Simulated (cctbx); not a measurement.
**What is wrong with this refinement?**

Cell a = 7.4600 Å, b = 7.4600 Å, c = 3.8970 Å, α = 90.00°, β = 90.00°, γ = 90.00°; space group P4_2/mnm (no. 136). The compound is CeCu4As2.

The data are simulated with cctbx, not measured: synchrotron X-rays, λ = 0.4959 Å, to d = 0.75 Å, 50 % of the full sphere, strongest reflection 20000 counts, noise from counting, a 1.5 % proportional error and a noise floor of 8 counts (s.d.); no absorption.

An anisotropic refinement with weights 1/σ² prints:

```text
Rint 0.028, 167 unique reflections to 0.75 A
cycle     R1     wR2    GooF  max shift (A)
   1  0.0262  0.0529   2.610   0.00052
   2  0.0119  0.0234   1.153   0.00000
final R1 0.0119 wR2 0.0234 GooF 1.153  parameters 13  data/parameter 12.8
atom        x        y        z      Ueq    occ   su(xyz)  su(Uiso or U11)
Ce1    0.00000  0.00000  0.50000   0.0096  1.000  0.00000  0.0001
As1    0.78052  0.21948  0.00000   0.0068  1.000  0.00006  0.0002
Cu1    0.65808  0.91244  0.00000   0.0072  1.000  0.00007  0.0003
difference map: max 0.85 min -0.85 rms 0.24
Q1    0.0703  0.0703  0.2594    8    0.87  1.20 A from Ce1
Q2    0.0000  0.5000  0.2500    4    0.82  1.66 A from Cu1
Q3    0.0781  0.0781  0.0000    4    0.71  1.97 A from Cu1
Q4    0.1405  0.3004  0.0000    8    0.68  0.50 A from Cu1
Q5    0.1355  0.1934  0.0000    8    0.63  1.16 A from Cu1
Q6    0.1978  0.8022  0.4160    8    0.61  1.64 A from As1
```

**Question.** Can this result stand? If not, what is the likely fault?

Mend it. The fault: anomalous dispersion left out. Against the right model at the same level, R1 goes from 0.0100 to 0.0119 and GooF from 0.91 to 1.15. No atom is wrong: without f′ and f″ the atoms near an edge get the wrong scattering power, which U and the scale absorb. The signs are weak, and the output alone doesn't single this fault out.

The compound is CeCu4As2. The right model at the same level gives:

```text
Rint 0.028, 167 unique reflections to 0.75 A
cycle     R1     wR2    GooF  max shift (A)
   1  0.0151  0.0302   1.487   0.00057
   2  0.0100  0.0184   0.909   0.00000
final R1 0.0100 wR2 0.0184 GooF 0.909  parameters 13  data/parameter 12.8
atom        x        y        z      Ueq    occ   su(xyz)  su(Uiso or U11)
Ce1    0.00000  0.00000  0.50000   0.0082  1.000  0.00000  0.0001
As1    0.78053  0.21947  0.00000   0.0077  1.000  0.00005  0.0002
Cu1    0.65807  0.91248  0.00000   0.0084  1.000  0.00006  0.0002
difference map: max 0.85 min -0.77 rms 0.21
Q1    0.0739  0.0739  0.2490    8    0.85  1.25 A from Ce1
Q2    0.0000  0.5000  0.2500    4    0.85  1.66 A from Cu1
Q3    0.0798  0.0798  0.0000    4    0.77  1.96 A from Cu1
Q4    0.1350  0.1943  0.0000    8    0.65  1.16 A from Cu1
Q5    0.0396  0.9604  0.1037    8    0.61  1.60 A from Ce1
Q6    0.1942  0.8058  0.5000    4    0.59  1.65 A from Cu1
```

The model is made up (kin elements in a known structure type, no relaxation), so it says nothing on whether the phase exists.

[Middle refinement cycles are left out of these outputs.]

[Logs are printed without paths, hosts, clocks, repeated set-up lines and the standing remarks that a program may print on its own settings, such as how far it seeks lower states.]
